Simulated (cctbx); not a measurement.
# A crystallographic session in cctbx: GdCrS3

Library: cctbx 2025.11. The data are simulated by the first script.

## 1. Simulate the data

run.py:

```python
from cctbx import adptbx, crystal, miller, sgtbx, xray
from cctbx.array_family import flex
from iotbx.shelx import hklf
from scitbx import matrix
import scitbx.random

cs = crystal.symmetry(unit_cell=(7.735, 3.806, 12.943, 90, 90, 90), space_group_symbol='Hall: -P 2ac 2n')  # Pnma
atoms = [  # label, site, U (iso, or U11 U22 U33 U12 U13 U23 in A^2), occupancy
    ("Gd1", (0.4177, 0.75, 0.3294), 0.0043, 1),
    ("Cr1", (0.1676, 0.75, 0.55), 0.0062, 1),
    ("S1", (0.1919, 0.25, 0.2152), 0.0067, 1),
    ("S2", (0.163, 0.75, 0.9992), 0.0060, 1),
    ("S3", (0.0197, 0.75, 0.3921), 0.0072, 1),
]
xs = xray.structure(crystal_symmetry=cs)
for label, site, u, occ in atoms:
    u = adptbx.u_cif_as_u_star(cs.unit_cell(), u) if isinstance(u, tuple) else u
    xs.add_scatterer(xray.scatterer(label, site=site, u=u, occupancy=occ))
xs.set_inelastic_form_factors(0.71073, "sasaki")
xs.show_summary()
p1 = xs.expand_to_p1()
ms = miller.build_set(p1, anomalous_flag=True, d_min=0.65)
flex.set_random_seed(698343)
scitbx.random.set_random_seed(698343)
ms = ms.select(flex.random_double(ms.size()) < 0.7)
i = ms.structure_factors_from_scatterers(p1, algorithm="direct").f_calc().as_intensity_array().data()
i = i / flex.sqrt(1 + 0.3 * i / flex.max(i))  # extinction
i = i * 70000 / flex.max(i)
sig = flex.sqrt(i + flex.pow2(0.02 * i) + 4 ** 2)
noise = scitbx.random.variate(scitbx.random.normal_distribution())(i.size())
data = ms.array(data=i + sig * noise, sigmas=sig).set_observation_type_xray_intensity()
with open("data.hkl", "w") as f:
    data.export_as_shelx_hklf(f)
print("reflections written:", data.size(), " <I/sigma> = %.1f" % flex.mean(data.data() / data.sigmas()))
for h, a, b in list(data.sort("data"))[:12]:
    print("%4d%4d%4d %9.1f %7.1f" % (h + (a, b)))
```

```console
$ python run.py
```

```text
Number of scatterers: 5
At special positions: 5
Unit cell: (7.735, 3.806, 12.943, 90, 90, 90)
Space group: P n m a (No. 62)
reflections written: 4043  <I/sigma> = 25.7
   0  -2   0   68693.7  1424.8
   0  -1   5   36607.2   747.7
   0  -1  -5   35683.9   747.7
   2  -1   2   27135.8   551.5
   2   1   2   26962.9   551.5
  -2   1   2   26260.3   551.5
   2   1  -2   25975.4   551.5
  -2   0  -7   22639.1   459.1
  -3   0  -2   22585.4   463.7
   2   0  -7   22280.1   459.1
   3   0   2   21961.5   463.7
  -3   0   2   21731.8   463.7
```

Run time: 0.28 s on 1 thread of Arm Neoverse V2, with other jobs on the host, peak memory 0.07 GiB.

## 2. Symmetry

run.py:

```python
from cctbx import crystal, sgtbx, statistics
from cctbx.array_family import flex
from iotbx.shelx import hklf

p1 = crystal.symmetry(unit_cell=(7.735, 3.806, 12.943, 90, 90, 90), space_group_symbol="P 1")
raw = hklf.reader(file_name="data.hkl").as_miller_arrays(crystal_symmetry=p1, anomalous=True)[0]
print(raw.size(), "reflections to d = %.3f A" % raw.d_min())
isig = raw.data() / raw.sigmas()
print("centring   violations  <I/sigma> of those")
best = "P"
for c in "ABCIRF":
    a = raw.customized_copy(space_group_info=sgtbx.space_group_info("Hall: %s 1" % c)).sys_absent_flags().data()
    m = flex.mean(isig.select(a))
    print("%5s %10d of %5d %8.1f" % (c, (isig.select(a) > 4).count(True), a.count(True), m))
    if (isig.select(a) > 4).count(True) < 0.01 * a.count(True):
        best = c
raw = raw.select(~raw.customized_copy(space_group_info=sgtbx.space_group_info("Hall: %s 1" % best)).sys_absent_flags().data())
isig = raw.data() / raw.sigmas()
rows = []
for s in sgtbx.space_group_symbol_iterator():
    g = sgtbx.space_group(s)
    if g.conventional_centring_type_symbol() != best or not g.is_compatible_unit_cell(p1.unit_cell(), 1e-3, 0.02):
        continue
    rows.append((s, g))
print("Laue class    unique    Rint  (classes that these axes allow; Friedel mates merged)")
rint = {}
for s, g in rows:
    laue = g.build_derived_patterson_group()
    key = laue.type().hall_symbol()
    if key not in rint:
        m = raw.customized_copy(space_group_info=laue.info(), anomalous_flag=False).merge_equivalents()
        rint[key] = m.r_int()
        print("%-14s %6d %7.3f" % (laue.type().lookup_symbol(), m.array().size(), m.r_int()))
floor = min(rint.values())
good = [(s, g) for s, g in rows if rint[g.build_derived_patterson_group().type().hall_symbol()] < 2 * floor + 0.03]
top = max(g.build_derived_patterson_group().order_z() for s, g in good)
print("space group    extra absences  I>4sigma  <I/sigma>")
for s, g in good:
    laue = g.build_derived_patterson_group()
    if laue.order_z() != top:
        continue
    a = raw.customized_copy(space_group_info=g.info()).sys_absent_flags().data()
    a &= ~raw.customized_copy(space_group_info=laue.info()).sys_absent_flags().data()
    bad = (isig.select(a) > 4).count(True)
    if bad <= 0.03 * a.count(True):
        print("%-16s %8d %10d %9s  %s" % (s.universal_hermann_mauguin(), a.count(True), bad, "%.1f" % flex.mean(isig.select(a)) if a.count(True) else "-", "centric" if g.is_centric() else "acentric"))
laue = max(good, key=lambda t: t[1].build_derived_patterson_group().order_z())[1].build_derived_patterson_group()
f = raw.customized_copy(space_group_info=laue.info(), anomalous_flag=False).merge_equivalents().array().eliminate_sys_absent().f_sq_as_f()
f.set_observation_type_xray_amplitude()
bins = max(3, min(8, f.size() // 12))
f.setup_binner(n_bins=bins)
w = statistics.wilson_plot(f, {e: n / laue.order_z() for e, n in {'Gd': 4.0, 'Cr': 4.0, 'S': 12.0}.items()}, e_statistics=True)
print("Wilson B = %.2f A^2   <|E^2-1|> = %.3f (0.968 centric, 0.736 acentric)   E^2>4: %.1f %%" % (w.wilson_b, w.mean_e_sq_minus_1, w.percent_e_sq_gt_2))
print("shell (A)         n   <I/sigma>")
m = raw.customized_copy(space_group_info=laue.info(), anomalous_flag=False).merge_equivalents().array().eliminate_sys_absent()
for b in m.setup_binner(n_bins=bins).range_used():
    sel = m.binner().selection(b)
    print("%5.2f - %4.2f %6d %8.1f" % (min(m.binner().bin_d_range(b)[0] if m.binner().bin_d_range(b)[0] > 0 else 99, 99), m.binner().bin_d_range(b)[1], sel.count(True), flex.mean((m.data() / m.sigmas()).select(sel))))
```

```console
$ python run.py
```

```text
4043 reflections to d = 0.651 A
centring   violations  <I/sigma> of those
    A       1731 of  2054     24.4
    B       1779 of  2040     25.0
    C       1814 of  2008     25.6
    I       1753 of  2013     25.7
    R       2394 of  2677     25.8
    F       2662 of  3051     25.0
Laue class    unique    Rint  (classes that these axes allow; Friedel mates merged)
P -1             2633   0.015
P 1 2/m 1        1594   0.016
P 1 1 2/m        1490   0.016
P 2/m 1 1        1512   0.017
P m m m           890   0.018
space group    extra absences  I>4sigma  <I/sigma>
P 2 2 2                 0          0         -  acentric
P 2 2 21               15          0       0.2  acentric
P 21 2 2                7          0       0.1  acentric
P 2 21 2                5          0      -0.3  acentric
P 21 21 2              12          0      -0.1  acentric
P 2 21 21              20          0       0.1  acentric
P 21 2 21              22          0       0.2  acentric
P 21 21 21             27          0       0.1  acentric
P m m 2                 0          0         -  acentric
P 2 m m                 0          0         -  acentric
P m 2 m                 0          0         -  acentric
P 21 m a               73          0      -0.1  acentric
P m 2 a                73          0      -0.1  acentric
P n m 21              128          0       0.2  acentric
P n 21 m              128          0       0.2  acentric
P n 21 a              201          0       0.1  acentric
P m m m                 0          0         -  centric
P m m a                73          0      -0.1  centric
P n m m :1            128          0       0.2  centric
P n m m :2            128          0       0.2  centric
P n m a               201          0       0.1  centric
Wilson B = 0.31 A^2   <|E^2-1|> = 0.818 (0.968 centric, 0.736 acentric)   E^2>4: 0.7 %
shell (A)         n   <I/sigma>
 7.74 - 1.30    131     54.3
 1.30 - 1.03    120     50.8
 1.03 - 0.90    109     49.5
 0.90 - 0.82    110     49.2
 0.82 - 0.76     98     45.2
 0.76 - 0.72    113     48.2
 0.72 - 0.68    106     46.9
 0.68 - 0.65    103     47.7
```

Time: 0.4 s.

## 3. Patterson map

run.py:

```python
from cctbx import crystal, maptbx
from iotbx.shelx import hklf

cs = crystal.symmetry(unit_cell=(7.735, 3.806, 12.943, 90, 90, 90), space_group_symbol='Hall: -P 2ac 2n')  # Pnma
raw = hklf.reader(file_name="data.hkl").as_miller_arrays(crystal_symmetry=cs, anomalous=True)[0]
merged = raw.eliminate_sys_absent().merge_equivalents()
fo2 = merged.array().set_observation_type_xray_intensity()
f = fo2.average_bijvoet_mates().f_sq_as_f()
pm = f.patterson_map(symmetry_flags=maptbx.use_space_group_symmetry, sharpening=False, resolution_factor=0.25)
peaks = pm.peak_search(parameters=maptbx.peak_search_parameters(min_distance_sym_equiv=0.4, max_clusters=14)).all()
top = peaks.heights()[0]
print("Patterson group", f.patterson_symmetry().space_group_info())
print("      u       v       w   height  length (A)")
for x, h in zip(peaks.sites(), peaks.heights()):
    y = [t - round(t) for t in x]
    print("%7.3f %7.3f %7.3f %8.1f %8.2f" % (x + (1000 * h / top, cs.unit_cell().length(y))))
```

```console
$ python run.py
```

```text
Patterson group P m m m
      u       v       w   height  length (A)
  0.000   0.000   0.000   1000.0     0.00
  0.334   0.500   0.500    403.9     7.22
  0.500   0.000   0.159    402.9     4.38
  0.166   0.500   0.341    194.4     4.97
  0.085   0.500   0.280    115.2     4.15
  0.246   0.000   0.381    113.8     5.28
  0.248   0.000   0.219    113.0     3.43
  0.417   0.500   0.121    108.1     4.06
  0.451   0.500   0.279     88.6     5.37
  0.114   0.000   0.387     82.5     5.09
  0.387   0.000   0.454     80.8     6.59
  0.274   0.500   0.044     74.4     2.90
  0.225   0.500   0.113     72.3     2.96
  0.392   0.000   0.062     69.6     3.13
```

Time: 0.3 s.

## 4. Charge flipping

run.py:

```python
import itertools
from cctbx import crystal, maptbx
from cctbx.array_family import flex
from iotbx.shelx import hklf
from smtbx.ab_initio import charge_flipping as cf

cs = crystal.symmetry(unit_cell=(7.735, 3.806, 12.943, 90, 90, 90), space_group_symbol='Hall: -P 2ac 2n')  # Pnma
raw = hklf.reader(file_name="data.hkl").as_miller_arrays(crystal_symmetry=cs, anomalous=True)[0]
merged = raw.eliminate_sys_absent().merge_equivalents()
fo2 = merged.array().set_observation_type_xray_intensity()
f = fo2.average_bijvoet_mates().f_sq_as_f().resolution_filter(d_min=0.8)
p1 = f.expand_to_p1()
work = p1
flex.set_random_seed(7536)
it = cf.weak_reflection_improved_iterator(delta=None, weak_reflection_fraction=0.2)
it.start(work, phases=flex.random_double(p1.size()) * 6.2832, f_000=0)
it.delta = 1.1 * it.rho_map.sigma()
print("cycle      R  skewness")
for n, st in enumerate(itertools.islice(it, 300)):
    if n % 25 == 0:
        print("%5d %6.3f %8.2f" % (n, st.r1_factor(), st.rho_map.skewness()))
rho = p1.phase_transfer(it.f_calc).fft_map().apply_volume_scaling()
polish = cf.low_density_elimination_iterator(constant_rho_c=rho.sigma())
polish.start(f_obs=p1, phases=it.f_calc, f_000=0)
for _ in range(8):
    next(polish)
print("origin shift          correlation  skewness")
maps = []
for fc, shift, cc in itertools.islice(cf.f_calc_symmetrisations(f, polish.f_calc, 0), 4):
    m = f.phase_transfer(fc).fft_map(symmetry_flags=maptbx.use_space_group_symmetry, resolution_factor=0.25).apply_sigma_scaling()
    maps.append((m.skewness(), cc, m))
    print("%6.3f %6.3f %6.3f %10.3f %9.2f" % (tuple(shift) + (cc, m.skewness())))
skew, cc, m = max((t for t in maps if t[1] > maps[0][1] - 0.04), key=lambda t: t[0])
print("taken: symmetry correlation %.3f, skewness %.2f" % (cc, skew))
peaks = m.peak_search(parameters=maptbx.peak_search_parameters(min_distance_sym_equiv=0.9, max_clusters=10)).all()
sps = cs.special_position_settings(min_distance_sym_equiv=0.5)
print("peak      x       y       z  mult  height/sigma")
for k, (x, h) in enumerate(zip(peaks.sites(), peaks.heights())):
    ss = sps.site_symmetry(x)
    print("Q%-3d %7.4f %7.4f %7.4f %4d %8.1f" % ((k + 1,) + tuple(t % 1 for t in ss.exact_site()) + (ss.multiplicity(), h)))
```

```console
$ python run.py
```

```text
cycle      R  skewness
    0  0.560     0.22
   25  0.470     2.58
   50  0.334     5.87
   75  0.332     5.81
  100  0.331     5.69
  125  0.333     5.61
  150  0.344     5.78
  175  0.321     5.69
  200  0.339     5.73
  225  0.342     5.70
  250  0.340     5.72
  275  0.344     5.83
origin shift          correlation  skewness
 0.139  0.253  0.304      0.734      1.24
 0.374  0.139 -0.004      0.740      1.79
 0.369  0.155  0.302      0.730      1.46
 0.199  0.247 -0.001      0.710      1.30
taken: symmetry correlation 0.740, skewness 1.79
peak      x       y       z  mult  height/sigma
Q1    0.0298  0.2500  0.1716    4     11.9
Q2    0.1758  0.2500  0.5005    4      4.6
Q3    0.2021  0.7500  0.8247    4      4.4
Q4    0.2536  0.2500  0.5641    4      4.3
Q5    0.1539  0.2500  0.1729    4      4.2
Q6    0.1783  0.7500  0.2431    4      3.3
Q7    0.0841  0.0410  0.1540    8      2.9
Q8    0.0507  0.2500  0.9478    4      2.7
Q9    0.1240  0.2500  0.8195    4      2.6
Q10   0.0192  0.2500  0.4707    4      2.3
```

Time: 0.43 s.

## 5. Charge flipping

run.py, as its changes from the last script of this kind:

```diff
@@ -13,2 +13,3 @@
-work = p1
-flex.set_random_seed(7536)
+p1.setup_binner_counting_sorted(reflections_per_bin=max(40, p1.size() // 12))
+work = p1.array(data=p1.data() / p1.amplitude_quasi_normalisations().data())
+flex.set_random_seed(7537)
@@ -19,2 +20,2 @@
-for n, st in enumerate(itertools.islice(it, 300)):
-    if n % 25 == 0:
+for n, st in enumerate(itertools.islice(it, 600)):
+    if n % 50 == 0:
```

```console
$ python run.py
```

```text
cycle      R  skewness
    0  0.583     0.20
   50  0.474     4.57
  100  0.486     4.35
  150  0.494     4.18
  200  0.486     4.19
  250  0.478     4.21
  300  0.486     4.17
  350  0.477     4.41
  400  0.483     4.43
  450  0.470     4.34
  500  0.482     4.29
  550  0.479     4.21
origin shift          correlation  skewness
 0.004  0.022  0.039      0.739      1.38
 0.381  0.118  0.416      0.739      1.03
 0.170  0.005  0.160      0.708      0.71
 0.418  0.015  0.372      0.733      1.41
taken: symmetry correlation 0.733, skewness 1.41
peak      x       y       z  mult  height/sigma
Q1    0.1749  0.7500  0.6659    4     10.0
Q2    0.0061  0.2500  0.3308    4      6.3
Q3    0.0924  0.2500  0.7295    4      5.1
Q4    0.0808  0.2500  0.8256    4      4.5
Q5    0.0741  0.2500  0.5053    4      4.1
Q6    0.1899  0.2500  0.1689    4      4.0
Q7    0.0440  0.7500  0.8204    4      4.0
Q8    0.0782  0.7500  0.9014    4      3.6
Q9    0.1536  0.2500  0.4376    4      3.3
Q10   0.2030  0.2500  0.5658    4      3.0
```

Time: 0.51 s.

## 6. Charge flipping

run.py, as its changes from the last script of this kind:

```diff
@@ -13,3 +13,2 @@
-p1.setup_binner_counting_sorted(reflections_per_bin=max(40, p1.size() // 12))
-work = p1.array(data=p1.data() / p1.amplitude_quasi_normalisations().data())
-flex.set_random_seed(7537)
+work = p1
+flex.set_random_seed(7538)
```

```console
$ python run.py
```

```text
cycle      R  skewness
    0  0.577     0.23
   50  0.357     5.90
  100  0.332     5.71
  150  0.331     5.68
  200  0.325     5.84
  250  0.331     5.76
  300  0.335     5.62
  350  0.315     5.49
  400  0.331     5.66
  450  0.339     5.72
  500  0.334     5.79
  550  0.342     5.45
origin shift          correlation  skewness
 0.220  0.307  0.359      0.732      0.85
 0.008  0.300  0.359      0.712      0.81
 0.014  0.303  0.115      0.714      1.17
 0.215  0.304  0.129      0.712      0.97
taken: symmetry correlation 0.714, skewness 1.17
peak      x       y       z  mult  height/sigma
Q1    0.2178  0.7500  0.3391    4      8.2
Q2    0.0824  0.7500  0.9731    4      7.1
Q3    0.0795  0.7500  0.6811    4      7.0
Q4    0.0602  0.2500  0.6581    4      4.6
Q5    0.1770  0.2500  0.6343    4      3.9
Q6    0.1940  0.2500  0.1179    4      3.3
Q7    0.2487  0.2500  0.5004    4      3.2
Q8    0.1992  0.2500  0.2190    4      3.2
Q9    0.1201  0.7500  0.1338    4      2.9
Q10   0.0268  0.0604  0.3268    8      2.9
```

It took 0.51 s on 1 thread of Arm Neoverse V2, with other jobs on the host, peak memory 0.07 GiB.

[Logs are printed without paths, hosts, clocks, repeated set-up lines and the standing remarks that a program may print on its own settings, such as how far it seeks lower states.]
